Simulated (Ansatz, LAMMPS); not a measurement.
# Structural relaxation of amorphous HfO2 at 7.64 g/cm^3 (84 atoms), part 2 of 4

Aim: bring amorphous HfO2 at 7.64 g/cm^3 (84 atoms) to a nearby minimum of the energy and see what moves.

Ansatz 0.2.0; Kohn-Sham DFT, PBE, PAW (set soft_2), plane waves.

The cell: 28 Hf and 56 O. The quench rate of 50 K/ps far exceeds what a furnace or splat quench reaches. The starting topology of bonds comes from the classical model. Only the Γ point is sampled in the main run, in a cell whose shortest periodic width is 11 Å. Spin–orbit coupling is left out.

So far. Step 3 (Single point at the start): Neighbours are counted within 2.82 Å (O-Hf).

**4. Relaxation**

With the cell held, the atoms are moved downhill towards a nearby minimum.

Contents of input.yaml:

```yaml
crystal:
  lattice:
    - [10.8609, 0.0, 0.0]
    - [0.0, 10.8609, 0.0]
    - [0.0, 0.0, 10.8609]
  atoms:
    [... the 84 atom lines of step 3 ...]
kpoints:
  mp_grid: { grid: [1, 1, 1] }
hamiltonian:
  xc: pbe
scf:
  occupations: { method: fermi_dirac, width: 0.025 }
output:
  forces: true
relax:
  f_tol: 0.04
  max_steps: 250
```

The run is started by

```bash
> ansatz run input.yaml --threads 4 --pin off --max-ram 8192MiB --backend cpu --events-out ev --progress --plain --runs-dir out
```

Numbers of over 12 decimals in the logs are rounded to 6 here.

Output:

```text
[...]
Crystal: 84 atoms, lattice volume = 1281.143 Å³
Basis set: ecut = 420 eV, 25173 PW (Γ), exchange–correlation on 150×150×150 points (8 copies of the dense FFT grid, shifted against one another)
Bands: 639, of which v1, the nominal top of the filled ones, is band 532 counted from 1 (531 counted from 0)
Symmetry: 1 space group operations
[...]
k-points: 1
[...]
SCF iter   1: F=—  HF=-472104.716267 eV  |F-HF|=—  |Δ(HF+E_count)|=         —  Δρ=3.84e-3  dr2=1.93e-1  ethr=1.77e-3  ⟨swp⟩=4.0  Hψ=1974  notcnv=0  defer=72
[...]
SCF iter   7: F=-472104.707320 eV  HF=-472104.707334 eV  |F-HF|=1.33e-5  |Δ(HF+E_count)|=   6.85e-5  Δρ=5.01e-5  dr2=3.70e-5  ethr=3.76e-9  ⟨swp⟩=4.0  Hψ=2075  notcnv=0
SCF 1 converged in 7 iterations: F = -472104.707320 eV  dr2 = 3.70e-5
[...]
relax step   1: F+E_penalty+E_count = -472104.70732026 eV  Δ(F+E_penalty+E_count) = +0.000e0 eV  max|allowed force component| = 1.845e0 eV/Å  Δτ_max = 0.0000 Å  (7 SCF iters, dr2 threshold 4.00e-5 eV, accepted)
[...]
relax step   2: F+E_penalty+E_count = -472106.22521396 eV  Δ(F+E_penalty+E_count) = -1.518e0 eV  max|allowed force component| = 1.124e0 eV/Å  Δτ_max = 0.1795 Å  (7 SCF iters, dr2 threshold 1.00e-4 eV, accepted)
[...]
relax step   3: F+E_penalty+E_count = -472106.90274069 eV  Δ(F+E_penalty+E_count) = -6.775e-1 eV  max|allowed force component| = 4.973e-1 eV/Å  Δτ_max = 0.0805 Å  (6 SCF iters, dr2 threshold 7.90e-5 eV, accepted)
relax step   4: F+E_penalty+E_count = -472107.56748811 eV  Δ(F+E_penalty+E_count) = -6.647e-1 eV  max|allowed force component| = 3.339e-1 eV/Å  Δτ_max = 0.2000 Å  (7 SCF iters, dr2 threshold 4.84e-5 eV, accepted)
relax step   5: F+E_penalty+E_count = -472107.88690091 eV  Δ(F+E_penalty+E_count) = -3.194e-1 eV  max|allowed force component| = 2.591e-1 eV/Å  Δτ_max = 0.2000 Å  (7 SCF iters, dr2 threshold 2.18e-5 eV, accepted)
relax step   6: F+E_penalty+E_count = -472108.17047221 eV  Δ(F+E_penalty+E_count) = -2.836e-1 eV  max|allowed force component| = 1.941e-1 eV/Å  Δτ_max = 0.2000 Å  (7 SCF iters, dr2 threshold 3.03e-5 eV, accepted)
relax step   7: F+E_penalty+E_count = -472108.32627861 eV  Δ(F+E_penalty+E_count) = -1.558e-1 eV  max|allowed force component| = 2.091e-1 eV/Å  Δτ_max = 0.2000 Å  (7 SCF iters, dr2 threshold 2.12e-5 eV, accepted)
relax step   8: F+E_penalty+E_count = -472108.36905765 eV  Δ(F+E_penalty+E_count) = -4.278e-2 eV  max|allowed force component| = 7.196e-1 eV/Å  Δτ_max = 0.1952 Å  (7 SCF iters, dr2 threshold 2.46e-5 eV, accepted)
relax step   9: F+E_penalty+E_count = -472108.44623748 eV  Δ(F+E_penalty+E_count) = -7.718e-2 eV  max|allowed force component| = 2.683e-1 eV/Å  Δτ_max = 0.2000 Å  (7 SCF iters, dr2 threshold 1.00e-4 eV, accepted)
relax step  10: F+E_penalty+E_count = -472108.52710316 eV  Δ(F+E_penalty+E_count) = -8.087e-2 eV  max|allowed force component| = 1.298e-1 eV/Å  Δτ_max = 0.2000 Å  (7 SCF iters, dr2 threshold 1.00e-5 eV, accepted)
relax step  11: F+E_penalty+E_count = -472108.54458931 eV  Δ(F+E_penalty+E_count) = -1.749e-2 eV  max|allowed force component| = 4.453e-1 eV/Å  Δτ_max = 0.1957 Å  (9 SCF iters, dr2 threshold 2.34e-6 eV, accepted)
relax step  12: F+E_penalty+E_count = -472108.61924481 eV  Δ(F+E_penalty+E_count) = -7.466e-2 eV  max|allowed force component| = 1.468e-1 eV/Å  Δτ_max = 0.2000 Å  (7 SCF iters, dr2 threshold 4.64e-5 eV, accepted)
relax step  13: F+E_penalty+E_count = -472108.65841880 eV  Δ(F+E_penalty+E_count) = -3.917e-2 eV  max|allowed force component| = 9.414e-2 eV/Å  Δτ_max = 0.2000 Å  (9 SCF iters, dr2 threshold 2.34e-6 eV, accepted)
relax step  14: F+E_penalty+E_count = -472108.70945553 eV  Δ(F+E_penalty+E_count) = -5.104e-2 eV  max|allowed force component| = 2.256e-1 eV/Å  Δτ_max = 0.1962 Å  (10 SCF iters, accepted)
relax step  15: F+E_penalty+E_count = -472108.73848217 eV  Δ(F+E_penalty+E_count) = -2.903e-2 eV  max|allowed force component| = 4.493e-1 eV/Å  Δτ_max = 0.1948 Å  (7 SCF iters, dr2 threshold 2.09e-5 eV, accepted)
relax step  16: F+E_penalty+E_count = -472108.83493051 eV  Δ(F+E_penalty+E_count) = -9.645e-2 eV  max|allowed force component| = 7.460e-2 eV/Å  Δτ_max = 0.2000 Å  (7 SCF iters, dr2 threshold 1.00e-4 eV, accepted)
relax step  17: F+E_penalty+E_count = -472108.83376800 eV  Δ(F+E_penalty+E_count) = +1.163e-3 eV  max|allowed force component| = 1.839e-1 eV/Å  Δτ_max = 0.2000 Å  (10 SCF iters, rejected (line search))
relax step  18: F+E_penalty+E_count = -472108.84652885 eV  Δ(F+E_penalty+E_count) = -1.160e-2 eV  max|allowed force component| = 1.417e-1 eV/Å  Δτ_max = 0.0967 Å  (9 SCF iters, accepted)
relax step  19: F+E_penalty+E_count = -472108.84812795 eV  Δ(F+E_penalty+E_count) = -1.599e-3 eV  max|allowed force component| = 1.072e-1 eV/Å  Δτ_max = 0.1000 Å  (9 SCF iters, accepted)
relax step  20: F+E_penalty+E_count = -472108.84993180 eV  Δ(F+E_penalty+E_count) = -1.804e-3 eV  max|allowed force component| = 5.958e-2 eV/Å  Δτ_max = 0.0826 Å  (7 SCF iters, dr2 threshold 6.58e-6 eV, accepted)
[...]
relax step  21: F+E_penalty+E_count = -472108.85103250 eV  Δ(F+E_penalty+E_count) = -1.101e-3 eV  max|allowed force component| = 2.474e-2 eV/Å  Δτ_max = 0.0321 Å  (8 SCF iters, accepted)
SCF converged after 8 iterations
Free energy (F): -472108.851033 eV
[...]
Internal energy: -472108.851033 eV  (E = F + TS)
E sigma→0 (E₀):  -472108.851033 eV
Fermi energy:    11.137128 eV
[...]
--- Forces (eV/Å), atoms counted from 1 ---
  atom   1  Hf    -0.00632472    -0.00024591    -0.00825653
  atom   2  Hf    -0.00089541    -0.00118993    -0.00542068
  atom   3  Hf     0.00450875     0.00629451     0.01801060
  atom   4  Hf    -0.01054553     0.00060937     0.00695811
  atom   5  Hf    -0.00376542     0.00570234     0.00080010
  atom   6  Hf     0.00398281     0.02474541    -0.00286716
  atom   7  Hf     0.00128209     0.00649506    -0.00772482
  atom   8  Hf     0.00717615     0.00251764     0.00077946
  atom   9  Hf     0.00046583    -0.00258260    -0.00024552
  atom  10  Hf     0.00668747    -0.00079557     0.00219646
  atom  11  Hf    -0.00287604     0.00350864    -0.00884709
  atom  12  Hf     0.00037150     0.00252188    -0.00479437
  atom  13  Hf     0.00136585    -0.00462785     0.00502473
  atom  14  Hf    -0.00254003     0.00302505     0.00353440
[...]
atom  83  O     -0.00361953     0.00177810    -0.01321139
  atom  84  O     -0.00126166     0.00147103     0.00173425
  max |Σ_I F_I| component: 2.00e-4 eV/Å
--- Relaxed structure (21 steps of the walk, 20 accepted, 0 SCFs on fresh bases) ---
  F+E_penalty+E_count = -472108.85103250 eV   max|allowed force component| = 2.474e-2 eV/Å
  atoms:
    - { symbol: Hf, position: [0.087270, 0.170950, 0.425662] }
    - { symbol: Hf, position: [0.851267, 0.360334, 0.190273] }
    - { symbol: Hf, position: [0.573518, 0.509227, 0.638716] }
    - { symbol: Hf, position: [0.544606, 0.848714, 0.578800] }
[...]
- { symbol: O, position: [0.071959, 0.792699, 0.195695] }
```

The job ended after 8.6 min (4 threads of Intel Xeon at 2.70GHz, shared host; peak memory 2.3 GiB).

The steps of the relaxation:

| step | energy less that of the first step (eV) | largest force component (eV/Å) |
| --- | --- | --- |
| 1 | 0.0000 | 1.8448 |
| 2 | -1.5179 | 1.1241 |
| 3 | -2.1954 | 0.4973 |
| 4 | -2.8602 | 0.3339 |
| 5 | -3.1796 | 0.2591 |
| 6 | -3.4632 | 0.1941 |
| 7 | -3.6190 | 0.2091 |
| 8 | -3.6617 | 0.7196 |
| 9 | -3.7389 | 0.2683 |
| 10 | -3.8198 | 0.1298 |
| 11 | -3.8373 | 0.4453 |
| 12 | -3.9119 | 0.1468 |
| 13 | -3.9511 | 0.0941 |
| 14 | -4.0021 | 0.2256 |
| 15 | -4.0312 | 0.4494 |
| 16 | -4.1276 | 0.0746 |
| 17 | -4.1264 | 0.1839 |
| 18 | -4.1392 | 0.1417 |
| 19 | -4.1408 | 0.1072 |
| 20 | -4.1426 | 0.0596 |
| 21 | -4.1437 | 0.0247 |

Relaxation step 17 was tried and not accepted.

The atoms that moved most (Å):

| atom | dx | dy | dz | length |
| --- | --- | --- | --- | --- |
| O70 | -0.309 | -0.946 | 1.020 | 1.425 |
| O66 | 0.567 | -0.683 | -0.372 | 0.962 |
| O82 | 0.680 | -0.425 | -0.451 | 0.920 |
| Hf20 | 0.361 | -0.267 | -0.794 | 0.912 |
| O35 | 0.739 | -0.257 | -0.003 | 0.782 |
| O42 | -0.334 | 0.522 | 0.362 | 0.718 |
| Hf8 | 0.611 | -0.071 | 0.252 | 0.665 |
| Hf1 | 0.579 | -0.224 | 0.019 | 0.622 |

The relaxation changed the energy by -49.3 meV/atom, and atoms moved by 0.41 Å r.m.s., 1.4 Å at most.

**5. Distances and neighbours after relaxation**

Bonds before and after, by the cutoffs listed below:

| pair | bonds before | bonds after | mean before (Å) | mean after (Å) | spread before (Å) | spread after (Å) |
| --- | --- | --- | --- | --- | --- | --- |
| O-Hf | 162 | 156 | 2.171 | 2.131 | 0.084 | 0.142 |

Density 7.64 g/cm³, 15.25 Å³ an atom.

g(r), total and by pair (bins of 0.2 Å):

| r (Å) | total | O-O | O-Hf | Hf-Hf |
| --- | --- | --- | --- | --- |
| 1.90 | 0.97 | 0.00 | 2.19 | 0.00 |
| 2.10 | 3.08 | 0.00 | 6.92 | 0.00 |
| 2.30 | 0.83 | 0.00 | 1.88 | 0.00 |
| 2.50 | 0.32 | 0.50 | 0.21 | 0.00 |
| 2.70 | 0.82 | 1.76 | 0.08 | 0.00 |
| 2.90 | 1.10 | 2.45 | 0.04 | 0.00 |
| 3.10 | 1.11 | 2.25 | 0.27 | 0.00 |
| 3.30 | 1.04 | 1.44 | 0.24 | 2.61 |
| 3.50 | 1.03 | 1.22 | 0.74 | 1.40 |
| 3.70 | 0.73 | 0.53 | 0.52 | 2.36 |
| 3.90 | 0.89 | 0.52 | 0.88 | 2.47 |
| 4.10 | 1.09 | 0.88 | 1.20 | 1.48 |
| 4.30 | 1.06 | 0.85 | 1.31 | 0.92 |
| 4.50 | 0.90 | 0.47 | 1.40 | 0.64 |
| 4.70 | 1.12 | 0.65 | 1.73 | 0.59 |
| 4.90 | 1.15 | 0.99 | 1.48 | 0.43 |
| 5.10 | 1.00 | 1.02 | 1.10 | 0.50 |
| 5.30 | 0.95 | 1.11 | 0.82 | 0.79 |

Bonds by pair of elements; cutoffs follow the first minimum of g(r), held within bounds set by covalent radii, and pairs that aren't listed don't count as bonded:

| pair A-B | cutoff (Å) | bonds | mean length (Å) | spread (Å) | shortest (Å) | B about A | A about B |
| --- | --- | --- | --- | --- | --- | --- | --- |
| O-Hf | 2.82 | 156 | 2.13 | 0.142 | 1.90 | 2.79 | 5.57 |

How many atoms have how many bonded neighbours:

| element | mean | 2 | 3 | 4 | 5 | 6 | 7 |
| --- | --- | --- | --- | --- | --- | --- | --- |
| Hf | 5.57 | 0 | 0 | 0 | 14 | 12 | 2 |
| O | 2.79 | 15 | 38 | 3 | 0 | 0 | 0 |

Bond angles, per cent of each kind in bins of 5°:

| angle (°) | O-Hf-O | Hf-O-Hf |
| --- | --- | --- |
| 60–65 | 0.3 | 0.0 |
| 65–70 | 1.1 | 0.0 |
| 70–75 | 7.7 | 0.0 |
| 75–80 | 11.0 | 0.7 |
| 80–85 | 8.6 | 0.0 |
| 85–90 | 9.4 | 1.4 |
| 90–95 | 10.8 | 2.0 |
| 95–100 | 8.6 | 10.9 |
| 100–105 | 8.3 | 21.1 |
| 105–110 | 4.1 | 6.8 |
| 110–115 | 4.4 | 6.8 |
| 115–120 | 1.9 | 4.8 |
| 120–125 | 1.4 | 6.1 |
| 125–130 | 1.7 | 11.6 |
| 130–135 | 2.5 | 3.4 |
| 135–140 | 2.2 | 3.4 |
| 140–145 | 1.4 | 6.1 |
| 145–150 | 1.7 | 2.7 |
| 150–155 | 2.2 | 5.4 |
| 155–160 | 2.2 | 4.8 |
| 160–165 | 4.7 | 1.4 |
| 165–170 | 2.2 | 0.7 |
| 170–175 | 1.1 | 0.0 |
| 175–180 | 0.6 | 0.0 |

Bond angles (no mean is given where the spread exceeds 20°):

| angle | count | mean (°) | spread (°) |
| --- | --- | --- | --- |
| O-Hf-O | 362 | - | - |
| Hf-O-Hf | 147 | - | - |

Bond length by coordination (bonds to H left out):

| element | coordination | atoms | mean bond length (Å) |
| --- | --- | --- | --- |
| Hf | 5 | 14 | 2.09 |
| Hf | 6 | 12 | 2.16 |
| Hf | 7 | 2 | 2.22 |
| O | 2 | 15 | 1.98 |
| O | 3 | 38 | 2.15 |
| O | 4 | 3 | 2.31 |

First main peaks of g(r), for some of the pairs, lie near 3.0 Å (O-O) and 2.1 Å (O-Hf). Counting bonds as in the table, 50 % of Hf atoms have 5 and 68 % of O atoms have 3 bonded neighbours. Bonds at O atoms with 2 neighbours average 1.98 Å, against 2.31 Å at those with 4.

(Part 2 of 4 ends here.)

[Logs are printed without paths, hosts, clocks, repeated set-up lines and the standing remarks that a program may print on its own settings, such as how far it seeks lower states.]

[Hosts, paths, dates, database ids (printed as entryN), source tags and the programs' standing remarks are cut or masked in the printed files.]
